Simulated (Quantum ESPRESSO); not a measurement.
# Collinear magnetic orders of LiFeP with Quantum ESPRESSO, part 2 of 2

A self-consistent run ends on one state, which hangs on the start. Several orders of LiFeP are started in Quantum ESPRESSO and their energies compared.

Quantum ESPRESSO 7.5; PBEsol; plane waves with GBRV 1.5 PBEsol potentials, no spin-orbit coupling.

So far: The structure; Run 1, typed as ferro ++.

## Step 3: Run 2, typed as antiferro +−

pw.in reads:

```
&CONTROL
  calculation = 'scf'
  prefix = 'pwscf'
  outdir = './tmp'
  pseudo_dir = './pseudo'
  disk_io = 'nowf'
/
&SYSTEM
  ibrav = 0
  celldm(1) = 8
  nat = 6
  ntyp = 4
  ecutwfc = 40
  ecutrho = 280
  nbnd = 34
  occupations = 'smearing'
  smearing = 'fd'
  degauss = 0.00734986
  nspin = 2
  starting_magnetization(1) = 0
  starting_magnetization(2) = 0.175
  starting_magnetization(3) = -0.175
  starting_magnetization(4) = 0
/
&ELECTRONS
  conv_thr = 1.2d-08
  electron_maxstep = 150
  mixing_beta = 0.3
/
ATOMIC_SPECIES
Li      6.9400 li_pbesol_v1.4.uspp.F.UPF
Fe1    55.8450 fe_pbesol_v1.5.uspp.F.UPF
Fe2    55.8450 fe_pbesol_v1.5.uspp.F.UPF
P      30.9738 p_pbesol_v1.5.uspp.F.UPF
CELL_PARAMETERS alat
   0.8661855906792    0.0000000000000    0.0000000000000
   0.0000000000000    0.8661855906792    0.0000000000000
   0.0000000000000    0.0000000000000    1.3769733937646
ATOMIC_POSITIONS crystal
Li      0.0000000000    0.5000000000    0.6545373900
Li      0.5000000000    0.0000000000    0.3454626100
Fe1     0.0000000000    0.0000000000    0.0000000000
Fe2     0.5000000000    0.5000000000    0.0000000000
P       0.5000000000    0.0000000000    0.7957892200
P       0.0000000000    0.5000000000    0.2042107800
K_POINTS automatic
8 8 4 0 0 0
```

On the command line:

```sh
$ OMP_NUM_THREADS=1 mpirun -n 4 pw.x -nk 4 -in pw.in > pw.out
```

Log:

```text
[banner, memory and clock lines left out]
Program PWSCF v.7.5 starts

     Message from routine setup:
     using ibrav=0 with symmetry is DISCOURAGED, use correct ibrav instead

     bravais-lattice index     =            0
     lattice parameter (alat)  =       8.0000  a.u.
     unit-cell volume          =     528.9534 (a.u.)^3
     number of atoms/cell      =            6
     number of atomic types    =            4
     number of electrons       =        48.00
     number of Kohn-Sham states=           34
     kinetic-energy cutoff     =      40.0000  Ry
     charge density cutoff     =     280.0000  Ry
     scf convergence threshold =      1.2E-08
     mixing beta               =       0.3000
     number of iterations used =            8  plain     mixing
     Exchange-correlation= SLA  PW   PSX  PSC
                           (   1   4  10   8   0   0   0)

     celldm(1)=   8.000000  celldm(2)=   0.000000  celldm(3)=   0.000000
     celldm(4)=   0.000000  celldm(5)=   0.000000  celldm(6)=   0.000000

     crystal axes: (cart. coord. in units of alat)
               a(1) = (   0.866186   0.000000   0.000000 )
               a(2) = (   0.000000   0.866186   0.000000 )
               a(3) = (   0.000000   0.000000   1.376973 )

     reciprocal axes: (cart. coord. in units 2 pi/alat)
               b(1) = (  1.154487  0.000000  0.000000 )
               b(2) = (  0.000000  1.154487  0.000000 )
               b(3) = (  0.000000  0.000000  0.726230 )

     PseudoPot. # 1 for Li read from file:
     li_pbesol_v1.4.uspp.F.UPF
     Pseudo is Ultrasoft, Zval =  3.0

     PseudoPot. # 2 for Fe read from file:
     fe_pbesol_v1.5.uspp.F.UPF
     Pseudo is Ultrasoft + core correction, Zval = 16.0

     PseudoPot. # 3 for Fe read from file:
     fe_pbesol_v1.5.uspp.F.UPF
     Pseudo is Ultrasoft + core correction, Zval = 16.0

     PseudoPot. # 4 for P  read from file:
     p_pbesol_v1.5.uspp.F.UPF
     Pseudo is Ultrasoft + core correction, Zval =  5.0

     atomic species   valence    mass     pseudopotential
     Li                3.00     6.94000     Li( 1.00)
     Fe1              16.00    55.84500     Fe( 1.00)
     Fe2              16.00    55.84500     Fe( 1.00)
     P                 5.00    30.97380     P ( 1.00)

     Starting magnetic structure
     atomic species   magnetization
     Li              0.000
     Fe1             0.175
     Fe2            -0.175
     P               0.000

      8 Sym. Ops. (no inversion) found

   Cartesian axes

     site n.     atom                  positions (alat units)
         1        Li     tau(   1) = (   0.0000000   0.4330928   0.9012806  )
         2        Li     tau(   2) = (   0.4330928   0.0000000   0.4756928  )
         3        Fe1    tau(   3) = (   0.0000000   0.0000000   0.0000000  )
         4        Fe2    tau(   4) = (   0.4330928   0.4330928   0.0000000  )
         5        P      tau(   5) = (   0.4330928   0.0000000   1.0957806  )
         6        P      tau(   6) = (   0.0000000   0.4330928   0.2811928  )

     number of k points=    45  Fermi-Dirac smearing, width (Ry)=  0.0073
                       cart. coord. in units 2pi/alat
        k(    1) = (   0.0000000   0.0000000   0.0000000), wk =   0.0039062
        k(    2) = (   0.0000000   0.0000000   0.1815576), wk =   0.0078125
        k(    3) = (   0.0000000   0.0000000  -0.3631152), wk =   0.0039062
        k(    4) = (   0.0000000   0.1443109   0.0000000), wk =   0.0156250
        k(    5) = (   0.0000000   0.1443109   0.1815576), wk =   0.0312500
        [... 40 further k-points ...]

     Dense  grid:    42007 G-vectors     FFT dimensions: (  40,  40,  60)

     Smooth grid:    18085 G-vectors     FFT dimensions: (  27,  27,  45)

     Check: negative core charge=   -0.000026
     Generating pointlists ...
     new r_m :   0.2558 (alat units)  2.0463 (a.u.) for type    1
     new r_m :   0.2130 (alat units)  1.7040 (a.u.) for type    2
     new r_m :   0.2130 (alat units)  1.7040 (a.u.) for type    3
     new r_m :   0.2130 (alat units)  1.7040 (a.u.) for type    4

     Initial potential from superposition of free atoms

     starting charge      45.0981, renormalised to      48.0000
     Starting wfcs are   44 randomized atomic wfcs

     Self-consistent Calculation

     iteration #  1     ecut=    40.00 Ry     beta= 0.30
     Davidson diagonalization with overlap
     ethr =  1.00E-02,  avg # of iterations =  4.0

     total energy              =    -554.10404154 Ry
     estimated scf accuracy    <      17.21039652 Ry

     total magnetization       =    -0.02 Bohr mag/cell
     absolute magnetization    =     2.94 Bohr mag/cell

     iteration #  2     ecut=    40.00 Ry     beta= 0.30
     Davidson diagonalization with overlap
     ethr =  1.00E-02,  avg # of iterations =  3.5

     total energy              =    -558.21190875 Ry
     estimated scf accuracy    <      31.39079213 Ry

     total magnetization       =    -0.00 Bohr mag/cell
     absolute magnetization    =     0.43 Bohr mag/cell

     [... further iterations left out ...]

     iteration # 17     ecut=    40.00 Ry     beta= 0.30
     Davidson diagonalization with overlap
     ethr =  2.61E-10,  avg # of iterations =  3.9

     total energy              =    -560.40579129 Ry
     estimated scf accuracy    <       0.00000009 Ry

     total magnetization       =    -0.00 Bohr mag/cell
     absolute magnetization    =     0.00 Bohr mag/cell

     iteration # 18     ecut=    40.00 Ry     beta= 0.30
     Davidson diagonalization with overlap
     ethr =  1.81E-10,  avg # of iterations =  2.0

     Magnetic moment per site  (integrated on atomic sphere of radius R)
     atom   1 (R=0.256)  charge=  2.4438  magn=  0.0000
     atom   2 (R=0.256)  charge=  2.4438  magn=  0.0000
     atom   3 (R=0.213)  charge= 13.9272  magn=  0.0000
     atom   4 (R=0.213)  charge= 13.9272  magn= -0.0004
     atom   5 (R=0.213)  charge=  2.4757  magn=  0.0000
     atom   6 (R=0.213)  charge=  2.4757  magn=  0.0000

     End of self-consistent calculation

     [... lines left out ...]
     the Fermi energy is     9.7641 ev

!    total energy              =    -560.40579133 Ry
     estimated scf accuracy    <          4.1E-09 Ry
     smearing contrib. (-TS)   =      -0.00709218 Ry
     internal energy E=F+TS    =    -560.39869914 Ry

     The total energy is F=E-TS. E is the sum of the following terms:
     one-electron contribution =    -516.94814571 Ry
     hartree contribution      =     273.39536747 Ry
     xc contribution           =     -76.60259386 Ry
     ewald contribution        =    -240.24332704 Ry

     total magnetization       =    -0.00 Bohr mag/cell
     absolute magnetization    =     0.00 Bohr mag/cell

     convergence has been achieved in  18 iterations
```

Wall time 50 s (4 MPI ranks of Arm Neoverse V2, shared host); peak memory 0.53 GiB.

Spin moment in the atom's sphere by atom:

```csv
atom,spin moment in the atom's sphere (μB)
Li1,0.0000
Li2,0.0000
Fe3,0.0000
Fe4,-0.0004
P5,0.0000
P6,0.0000
```

Read from the output:

```
smearing term TS       : 0.09649 eV
magnetization          : 0 μB
absolute magnetization : 0 μB
final state            : non-magnetic
```

Valence density in the ac plane at fractional y = 0.000, with atoms of Li and Fe and P within 0.2 Å of it. It is the smooth field of the valence electrons, not physical close to the nuclei.

Ten steps, logarithmic in the rise over the least value, from '_' (0 e/Å³) to '@' (22 e/Å³), each cell a mean:
```
@@@@**--::::::::::::::==##@@
%%##==--::::::::::::::--++##
====--::----::::::----::--==
::::::::--::::--::::::::::::
......::::::--==::::::::....
____..::::::::::::::::....__
____....::::::::::::::..____
______....::::::::::..______
________............________
____________......__________
____________________________
____________....____________
__________..==++--__________
__________--##%%**::________
__________--##%%**::________
__________..==++--..________
....________......________..
........______________......
--::::..____________....::--
##**--::....______....::==**
@@%%**--............::--##@@
@@@@##--::..........::==%%@@
```
Columns run along a (3.7 Å), rows up along c (5.8 Å). Atoms in or near the plane, at fractional coordinates: Li at (0.50, 0.35), Fe at (0.00, 0.00), P at (0.50, 0.80).

## Step 4: Start 3: no spin polarisation

Changes to pw.in since step 3:

```diff
@@ -11,3 +11,3 @@
   nat = 6
-  ntyp = 4
+  ntyp = 3
   ecutwfc = 40
@@ -18,7 +18,2 @@
   degauss = 0.00734986
-  nspin = 2
-  starting_magnetization(1) = 0
-  starting_magnetization(2) = 0.175
-  starting_magnetization(3) = -0.175
-  starting_magnetization(4) = 0
 /
@@ -31,4 +26,3 @@
 Li      6.9400 li_pbesol_v1.4.uspp.F.UPF
-Fe1    55.8450 fe_pbesol_v1.5.uspp.F.UPF
-Fe2    55.8450 fe_pbesol_v1.5.uspp.F.UPF
+Fe     55.8450 fe_pbesol_v1.5.uspp.F.UPF
 P      30.9738 p_pbesol_v1.5.uspp.F.UPF
@@ -41,4 +35,4 @@
 Li      0.5000000000    0.0000000000    0.3454626100
-Fe1     0.0000000000    0.0000000000    0.0000000000
-Fe2     0.5000000000    0.5000000000    0.0000000000
+Fe      0.0000000000    0.0000000000    0.0000000000
+Fe      0.5000000000    0.5000000000    0.0000000000
 P       0.5000000000    0.0000000000    0.7957892200
```

Log:

```text
     [... lines left out ...]
Program PWSCF v.7.5 starts
     [... lines left out ...]
     number of atoms/cell      =            6
     [... lines left out ...]
     number of electrons       =        48.00
     number of Kohn-Sham states=           34
     kinetic-energy cutoff     =      40.0000  Ry
     charge density cutoff     =     280.0000  Ry
     scf convergence threshold =      1.2E-08
     [... lines left out ...]
     16 Sym. Ops., with inversion, found ( 8 have fractional translation)
     [... lines left out ...]
     number of k points=    45  Fermi-Dirac smearing, width (Ry)=  0.0073
     [... lines left out ...]
     iteration # 15     ecut=    40.00 Ry     beta= 0.30
     [... lines left out ...]
     the Fermi energy is     9.7640 ev
!    total energy              =    -560.40579492 Ry
     estimated scf accuracy    <          4.7E-09 Ry
     smearing contrib. (-TS)   =      -0.00709197 Ry
     [... lines left out ...]
     convergence has been achieved in  15 iterations
```

Run time: 22 s. Hardware: 4 MPI ranks; peak memory 0.44 GiB.

Read from the output:

| Quantity | Value |
| --- | --- |
| smearing term TS | 0.09649 eV |
| final state | non-magnetic (no spin polarisation) |

## Step 5: Energies of the orders

An order is kept where moments of 0.15 μB or more survive with the typed signs; meshes match where a doubled cell samples the same k points as the first cell.

Orders:

```
               start   final state  typed order kept  energy over the lowest (meV a seeded atom)  largest site moment (μB)  net moment (μB a cell of the first run)  mesh matched  CPU time (s)
            ferro ++  non-magnetic                no                                     0.02446                         0                                        0           yes         193.9
        antiferro +-  non-magnetic                no                                     0.02446                         0                                        0           yes         199.8
no spin polarisation  non-magnetic                 -                                           0                         0                                        0           yes         88.67
```

## Step 6: Results

| Property | Result |
| --- | --- |
| lowest state found | non-magnetic (from ferro ++, antiferro +- and no spin polarisation) |
| largest site moment | 0 μB |

What this shows: The lowest state carries no moment, and no start kept one. This is the lowest of 3 collinear or spinless starts, no proof of the ground state. Energies are free energies at an electronic temperature of 1160 K, which lowers moments and differences where the moments are itinerant.

[Logs and program files are shortened in this print: banners, set-up blocks, solver, clock and traceback lines can be left out without a mark of their own.]

[Logs are printed without paths, hosts, clocks, repeated set-up lines and the standing remarks that a program may print on its own settings, such as how far it seeks lower states.]

[Hosts, paths, dates, database ids (printed as entryN), source tags and the programs' standing remarks are cut or masked in the printed files.]

[Where a cell is said to come from a database of computed structures, the database is the Materials Project.]
